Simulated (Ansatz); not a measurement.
# Be (P6_3/mmc, 2 atoms in the cell): modes against uniaxial strain along c

Wanted: the shifts of the zone-centre modes of Be (P6_3/mmc, 2 atoms in the cell) with strain.

Main program and level: Ansatz 0.2.0; DFT LDA, scalar-relativistic, plane waves, PAW; PAW set soft_1.

This is a report of a sequence of runs, with most program output left out.

## (1) The structure

The structure is hexagonal, space group P6_3/mmc (No. 194). Conventional cell: a = 2.285 Å, b = 2.285 Å, c = 3.584 Å, α = 90.00°, β = 90.00°, γ = 120.00°. Be has 12 Be at 2.23 to 2.29 Å nearest.

## (2) A rough relaxation first

A rough relaxation comes first, because large forces or stress need no tight tolerances yet.

The input, input.yaml:

```yaml
crystal:
  lattice:
    - [2.2853, 0.0, 0.0]
    - [-1.14265, 1.9791278553, 0.0]
    - [0.0, 0.0, 3.5842]
  atoms:
    - { symbol: Be, position: [0.33333333, 0.66666667, 0.25] }
    - { symbol: Be, position: [0.66666667, 0.33333333, 0.75] }
kpoints:
  mp_grid: { grid: [9, 9, 6] }
hamiltonian:
  xc: lda
  pseudopotentials: { kind: paw, azcp: { folder: soft_1 }, xc_functional: pbe }
scf:
  occupations: { method: gaussian, width: 0.1 }
output:
  forces: true
  stress: true
  eigenvalues: true
relax:
  adjacent_minimum: "off"
  f_tol: 0.05
  max_steps: 80
  cell: { stress_tol: 0.5 }
```

Command:

```
> ansatz run input.yaml --threads 4 --pin off --max-ram 10240MiB --backend cpu --events-out ev --progress --plain --runs-dir out
```

It took 0.68 s on 4 threads of Arm Neoverse V2, shared host; peak memory 0.24 GiB.

Step by step:

```
step  energy less that of the first step (eV)  largest force component (eV/Å)  pressure (GPa)  volume (Å³)
   1                                   0.0000                          0.0000           -8.36        16.21
   2                                  -0.0254                          0.0000           -3.75        15.56
   3                                  -0.0308                          0.0000            0.40        15.05
   4                                  -0.0309                          0.0000            0.00        15.10
  5*                                  -0.0308                          0.0000           -0.01        15.10
```

Relaxation steps marked * repeat the geometry before them on a plane-wave basis chosen anew for their cell, so energy and pressure can jump there.

The run keeps the 24 symmetry operations that it works with, so distortions that break them were not tested.

```
conventional cell, symmetrised  before  after  change
                         a (Å)   2.285  2.235  -2.2 %
                         b (Å)   2.285  2.235  -2.2 %
                         c (Å)   3.584  3.490  -2.6 %
              volume (Å³/atom)    8.11   7.55  -6.8 %
```

Final coordinates:

```xyz
2
Lattice="2.2354 0.0000 0.0000 -1.1177 1.9359 0.0000 0.0000 0.0000 3.4898" Properties=species:S:1:pos:R:3 pbc="T T T"
Be    0.0000    1.2906    0.8725
Be    1.1177    0.6453    2.6174
```

Numbers from this step:

```yaml
pressure: -0.007933 GPa
volume_per_atom: 7.551 Å³
gap_on_the_k_mesh: 0 eV
```

In this step the volume went from 8.11 to 7.55 Å³/atom.

## (3) Bringing the structure to rest

The cell and atoms are relaxed, since residual forces and stress would shift the frequencies.

input.yaml, the sections that differ from step 2:

```yaml
crystal:
  lattice:
    - [2.2353605474, 0.0, 0.0]
    - [-1.1176802737, 1.9358790206, 0.0]
    - [0.0, 0.0, 3.4898465795]
  atoms:
    - { symbol: Be, position: [0.3333333333, 0.6666666667, 0.25] }
    - { symbol: Be, position: [0.6666666667, 0.3333333333, 0.75] }
kpoints:
  mp_grid: { grid: [21, 21, 12] }
relax:
  adjacent_minimum: "off"
  f_tol: 0.005
  max_steps: 80
  cell: { stress_tol: 0.05 }
# hamiltonian, scf, output: as in step 2
```

The job ended after 2.2 s (4 threads; peak memory 0.32 GiB).

Relaxation path:

```
step  energy less that of the first step (eV)  largest force component (eV/Å)  pressure (GPa)  volume (Å³)
   1                                   0.0000                          0.0000            0.03        15.10
   2                                  -0.0016                          0.0000           -0.02        15.09
   3                                  -0.0016                          0.0000            0.00        15.09
  4*                                  -0.0016                          0.0000            0.00        15.09
```

Relaxation steps marked * repeat the geometry before them on a plane-wave basis chosen anew for their cell, so energy and pressure can jump there.

The run keeps the 24 symmetry operations that it works with, so distortions that break them were not tested.

| conventional cell, symmetrised | before | after | change |
| --- | --- | --- | --- |
| a (Å) | 2.235 | 2.226 | -0.4 % |
| b (Å) | 2.235 | 2.226 | -0.4 % |
| c (Å) | 3.490 | 3.516 | +0.8 % |
| volume (Å³/atom) | 7.55 | 7.54 | -0.1 % |

The relaxed structure:

```xyz
2
Lattice="2.2260 0.0000 0.0000 -1.1130 1.9277 0.0000 0.0000 0.0000 3.5162" Properties=species:S:1:pos:R:3 pbc="T T T"
Be    0.0000    1.2852    0.8791
Be    1.1130    0.6426    2.6372
```

Numbers from this step:

```yaml
pressure: -0.004651 GPa
volume_per_atom: 7.544 Å³
```

In this step the volume went from 7.55 to 7.54 Å³/atom.

## (4) Tight relaxation

Phonons need small forces and stress, so the relaxation is finished with tight tolerances on 24×24×12 k points.

input.yaml, the sections that differ from step 3:

```yaml
crystal:
  lattice:
    - [2.2259697348, 0.0, 0.0]
    - [-1.1129848674, 1.9277463384, 0.0]
    - [0.0, 0.0, 3.5162244346]
  atoms:
    - { symbol: Be, position: [0.3333333333, 0.6666666667, 0.25] }
    - { symbol: Be, position: [0.6666666667, 0.3333333333, 0.75] }
kpoints:
  mp_grid: { grid: [24, 24, 12] }
scf:
  occupations: { method: methfessel_paxton, width: 0.2 }
relax:
  adjacent_minimum: "off"
  f_tol: 0.001
  max_steps: 60
  cell: { stress_tol: 0.01 }
# hamiltonian, output: as in step 3
```

Run time: 2.7 s. Hardware: 4 threads; peak memory 0.34 GiB.

Relaxation path:

| step | energy less that of the first step (eV) | largest force component (eV/Å) | pressure (GPa) | volume (Å³) |
| --- | --- | --- | --- | --- |
| 1 | 0.0000 | 0.0000 | 0.02 | 15.09 |
| 2 | -0.0001 | 0.0000 | 0.02 | 15.09 |
| 3 | -0.0001 | 0.0000 | 0.01 | 15.09 |
| 4* | -0.0001 | 0.0000 | 0.01 | 15.09 |

Relaxation steps marked * repeat the geometry before them on a plane-wave basis chosen anew for their cell, so energy and pressure can jump there.

Forces are held to the 24 operations that the run works with; a distortion that breaks them can't arise in this run.

```csv
"conventional cell, symmetrised",before,after,change
a (Å),2.226,2.228,+0.1 %
b (Å),2.226,2.228,+0.1 %
c (Å),3.516,3.511,-0.1 %
volume (Å³/atom),7.54,7.55,+0.0 %
```

The relaxed structure:

```
Be
1.0
     2.22782    0.00000    0.00000
    -1.11391    1.92935    0.00000
     0.00000    0.00000    3.51139
Be
2
Direct
  0.33333 0.66667 0.25000
  0.66667 0.33333 0.75000
```

This step gave:

| Quantity | Value |
| --- | --- |
| pressure | 0.006712 GPa |
| volume per atom | 7.546 Å³ |

The forces vanish by symmetry and the pressure is 0.007 GPa, within the tolerances set. The cell now holds 7.55 Å³/atom.

## (5) Zone-centre response at rest

The force constants come from the linear response of the density to a displacement.

The modes at rest are the reference of the series.

input.yaml, the sections that differ from step 4:

```yaml
crystal:
  lattice:
    - [2.2278249395, 0.0, 0.0]
    - [-1.1139124697, 1.9293529928, 0.0]
    - [0.0, 0.0, 3.5113866065]
  atoms:
    - { symbol: Be, position: [0.3333333333, 0.6666666667, 0.25] }
    - { symbol: Be, position: [0.6666666667, 0.3333333333, 0.75] }
output:
  eigenvalues: true
phonons:
  method: dfpt
# kpoints, hamiltonian, scf: as in step 4
# relax: removed
```

It took 4.7 s on 4 threads; peak memory 0.57 GiB.

Numbers from this step:

```
sum-rule residual before enforcement                    : 2.91e-5 eV/Å²
point group                                             : 6/mmm
highest optical mode at the zone centre (no LO-TO term) : 715.1 cm⁻¹
lowest optical zone-centre mode                         : 478.3 cm⁻¹
```

Patterns of degenerate modes are one choice out of their space. Modes at Γ:

```
mode  frequency (cm⁻¹)  symmetry
   1               0.0  acoustic
   2               0.0  acoustic
   3               0.0  acoustic
   4             478.3       E2g
   5             478.3       E2g
   6             715.1       B1g
```

Displacements in mode 5 (478.3 cm⁻¹), the largest set to 1:
```
Be1  1.00  0.00  0.00
Be2 -1.00  0.00  0.00
```

Displacements in mode 6 (715.1 cm⁻¹), the largest set to 1:
```
Be1  0.00  0.00  1.00
Be2  0.00  0.00 -1.00
```

Before it was imposed, the acoustic sum rule was missed by 2.9e-5 eV/Å². Small misses are needed for a sound result but don't prove that mesh and cutoff are converged. The lowest optical mode is real, 478 cm⁻¹.

## (6) Relaxation of a member: uniaxial strain of +4 % along c

The cell takes a uniaxial strain of +4 % along c. The strained length and the angles are held, while the rest of the cell and the atoms relax.

input.yaml, the sections that differ from step 5:

```yaml
crystal:
  lattice:
    - [2.2259279337, 0.0, 0.0]
    - [-1.1129639668, 1.9277101376, 0.0]
    - [0.0, 0.0, 3.6518420709]
  atoms:
    - { symbol: Be, position: [0.3333333289, 0.6666666711, 0.25] }
    - { symbol: Be, position: [0.6666666711, 0.3333333289, 0.75] }
output:
  forces: true
  stress: true
  eigenvalues: true
relax:
  adjacent_minimum: "off"
  f_tol: 0.001
  max_steps: 60
  cell: { stress_tol: 0.01, fix: [c, angles] }
# kpoints, hamiltonian, scf: as in step 5
# phonons: removed
```

It took 6.9 s on 4 threads; peak memory 0.45 GiB; 26 s of CPU time.

Little changed from the start: no atom moved by 0.005 Å and no cell edge by 0.1 %.

Numbers from this step:

| Item | Value |
| --- | --- |
| pressure | -4.815 GPa |
| volume per atom | 7.831 Å³ |

The forces vanish by symmetry.

## (7) Zone-centre modes of the member: uniaxial strain of +4 % along c

The zone-centre modes follow for uniaxial strain of +4 % along c.

input.yaml, the sections that differ from step 6:

```yaml
crystal:
  lattice:
    - [2.2254362518, 0.0, 0.0]
    - [-1.1127181259, 1.9272843286, 0.0]
    - [0.0, 0.0, 3.6518420709]
  atoms:
    - { symbol: Be, position: [0.3333333289, 0.6666666711, 0.25] }
    - { symbol: Be, position: [0.6666666711, 0.3333333289, 0.75] }
output:
  eigenvalues: true
phonons:
  method: dfpt
# kpoints, hamiltonian, scf: as in step 6
# relax: removed
```

The job ended after 5.2 s (4 threads; peak memory 0.58 GiB).

This step gave:

* sum-rule residual before enforcement: 2.69e-5 eV/Å²
* highest optical mode at the zone centre (no LO-TO term): 626.7 cm⁻¹
* lowest optical zone-centre mode: 444.8 cm⁻¹

Patterns of degenerate modes are one choice out of their space. Modes at Γ:

```csv
mode,frequency (cm⁻¹),symmetry
1,0.0,acoustic
2,0.0,acoustic
3,0.0,acoustic
4,444.8,E2g
5,444.8,E2g
6,626.7,B1g
```

The lowest optical mode is real, 445 cm⁻¹, and the highest lies at 626.7 cm⁻¹.

For the highest optical mode at the zone centre (no LO-TO term), step 5 gave 715 cm⁻¹; this run, with strain 4 %, gives 627 cm⁻¹ (-12 %).

## (8) A member of the series: uniaxial strain of -4 % along c

The cell takes a uniaxial strain of -4 % along c. The strained length and the angles are held, while the rest of the cell and the atoms relax.

input.yaml, the sections that differ from step 7:

```yaml
crystal:
  lattice:
    - [2.2320306542, 0.0, 0.0]
    - [-1.1160153271, 1.9329952486, 0.0]
    - [0.0, 0.0, 3.3709311421]
  atoms:
    - { symbol: Be, position: [0.3333333294, 0.6666666706, 0.25] }
    - { symbol: Be, position: [0.6666666706, 0.3333333294, 0.75] }
output:
  forces: true
  stress: true
  eigenvalues: true
relax:
  adjacent_minimum: "off"
  f_tol: 0.001
  max_steps: 60
  cell: { stress_tol: 0.01, fix: [c, angles] }
# kpoints, hamiltonian, scf: as in step 7
# phonons: removed
```

Run time: 6.6 s. Hardware: 4 threads; peak memory 0.44 GiB; 24 s of CPU time.

Step by step:

| step | energy less that of the first step (eV) | largest force component (eV/Å) | pressure (GPa) | volume (Å³) |
| --- | --- | --- | --- | --- |
| 1 | 0.0000 | 0.0000 | 6.01 | 14.54 |
| 2 | 0.0000 | 0.0000 | 5.87 | 14.56 |
| 3 | 0.0000 | 0.0000 | 5.73 | 14.57 |
| 4* | 0.0000 | 0.0000 | 5.73 | 14.57 |

Relaxation steps marked * repeat the geometry before them on a plane-wave basis chosen anew for their cell, so energy and pressure can jump there.

```
conventional cell, symmetrised  before  after  change
                         a (Å)   2.232  2.234  +0.1 %
                         b (Å)   2.232  2.234  +0.1 %
                         c (Å)   3.371  3.371  -0.0 %
              volume (Å³/atom)    7.27   7.29  +0.2 %
```

The relaxed structure:

```xyz
2
Lattice="2.2343 0.0000 0.0000 -1.1172 1.9350 0.0000 0.0000 0.0000 3.3709" Properties=species:S:1:pos:R:3 pbc="T T T"
Be    0.0000    1.2900    0.8427
Be    1.1172    0.6450    2.5282
```

This step gave:

```
pressure        : 5.731 GPa
volume per atom : 7.287 Å³
```

The forces vanish by symmetry.

The cell grew by 0.2 % in volume.

## (9) Modes of this member: uniaxial strain of -4 % along c

The zone-centre modes follow for uniaxial strain of -4 % along c.

input.yaml, the sections that differ from step 8:

```yaml
crystal:
  lattice:
    - [2.2343324399, 0.0, 0.0]
    - [-1.11716622, 1.9349886535, 0.0]
    - [0.0, 0.0, 3.3709311421]
  atoms:
    - { symbol: Be, position: [0.3333333296, 0.6666666704, 0.25] }
    - { symbol: Be, position: [0.6666666704, 0.3333333296, 0.75] }
output:
  eigenvalues: true
phonons:
  method: dfpt
# kpoints, hamiltonian, scf: as in step 8
# relax: removed
```

Run time: 4.8 s. Hardware: 4 threads; peak memory 0.55 GiB.

This step gave:

```
sum-rule residual before enforcement                    : 3.25e-6 eV/Å²
highest optical mode at the zone centre (no LO-TO term) : 802.8 cm⁻¹
lowest optical zone-centre mode                         : 521.5 cm⁻¹
```

Patterns of degenerate modes are one choice out of their space. Modes at Γ:

```csv
mode,frequency (cm⁻¹),symmetry
1,0.0,acoustic
2,0.0,acoustic
3,0.0,acoustic
4,521.5,E2g
5,521.5,E2g
6,802.8,B1g
```

Displacements in mode 5 (521.5 cm⁻¹), the largest set to 1:
```
Be1  1.00  0.00  0.00
Be2 -1.00  0.00  0.00
```

Displacements in mode 6 (802.8 cm⁻¹), the largest set to 1:
```
Be1  0.00  0.00  1.00
Be2  0.00  0.00 -1.00
```

The lowest optical mode is real, 521 cm⁻¹, and the highest lies at 802.8 cm⁻¹.

Between step 5 and this run (strain -4 %) the value for the highest optical mode at the zone centre (no LO-TO term) moves from 715 cm⁻¹ to 803 cm⁻¹ (+12 %).

## (10) The series together

The members are set side by side, also those not shown above.

Stress is positive in compression; energies are extrapolated to zero smearing, and E0 is that at rest; the edges not held and the atoms are relaxed in each cell; all runs use 24×24×12 k points and Methfessel-Paxton smearing of 0.2 eV. State of the crystal along the series:

```
strain (%)  stress along the axis (GPa)  free strain along a (%)  free strain along b (%)  E - E0 (meV/atom)
        -4                        17.19                   0.2921                   0.2921              15.82
        -3                        12.73                   0.1888                   0.1888              8.767
        -2                        8.336                   0.1118                   0.1118              3.827
        -1                        4.093                  0.04984                  0.04984               0.94
         0                     0.006594                        0                        0                  0
         1                       -3.926                 -0.03177                 -0.03177             0.9384
         2                        -7.65                 -0.05931                 -0.05931              3.679
         3                       -11.15                 -0.08515                 -0.08515              8.113
         4                       -14.44                  -0.1072                  -0.1072              14.14
```

Optical modes are counted from below at rest and tracked from member to member by their patterns, and modes that stay within 0.3 cm⁻¹ of each other stand once; labels, where given, are those at rest; the edges not held and the atoms are relaxed in each cell; all runs use 24×24×12 k points and Methfessel-Paxton smearing of 0.2 eV. Optical modes along the series:

| strain (%) | optical mode 1 E2g (cm⁻¹) | optical mode 2 B1g (cm⁻¹) |
| --- | --- | --- |
| -4 | 521.5 | 802.8 |
| -3 | 509.6 | 781.4 |
| -2 | 498.6 | 759.5 |
| -1 | 488.1 | 737.4 |
| 0 | 478.3 | 715.1 |
| 1 | 469 | 692.6 |
| 2 | 460.4 | 670.2 |
| 3 | 452.4 | 648.3 |
| 4 | 444.8 | 626.7 |

Value and slope at zero strain of a cubic (a lower polynomial where under five rows exist) through the rows within 2 % of rest. Slopes at rest:

| mode | frequency (cm⁻¹) | shift per percent of strain (cm⁻¹) | shift per GPa of compressive stress (cm⁻¹) |
| --- | --- | --- | --- |
| optical mode 1 E2g | 478.3 | -9.55 | 2.38 |
| optical mode 2 B1g | 715 | -22.42 | 5.59 |

## (11) Results

| Property | Result |
| --- | --- |
| members | 9 |
| highest optical mode at the zone centre (no LO-TO term), at rest | 715.1 cm⁻¹ |
| Young’s modulus along c | 401 GPa |
| optical mode 1 E2g, shift per percent | -9.55 cm⁻¹ |
| optical mode 2 B1g, shift per percent | -22.42 cm⁻¹ |

In words: The stress changes by 4.01 GPa for each percent, a Young’s modulus of 401 GPa along c. For each percent the free edge responds with -0.04 %. The fastest shift in the table of slopes is -22.4 cm⁻¹ for each percent (optical mode 2 B1g), or 5.6 cm⁻¹ for each GPa of compressive stress. For small strain, the measured shift of a line that Raman or infrared light can see, divided by its slope, estimates the stress, if the state of stress is of this kind. These are harmonic frequencies at zero temperature: anharmonic shifts, linewidths and thermal expansion are left out. With no gap, or one that is small against the smearing, the frequencies hang on the k mesh and the smearing, most of all near Kohn anomalies. The PAW files were made for PBE; the program adapts parts of them to the functional of the run, but their partial waves stay those of PBE, an approximation that was not tested in this session. Only the zone centre was solved, so an instability at another wavevector cannot show here.

[Logs are printed without paths, hosts, clocks, repeated set-up lines and the standing remarks that a program may print on its own settings, such as how far it seeks lower states.]

[Hosts, paths, dates, database ids (printed as entryN), source tags and the programs' standing remarks are cut or masked in the printed files.]
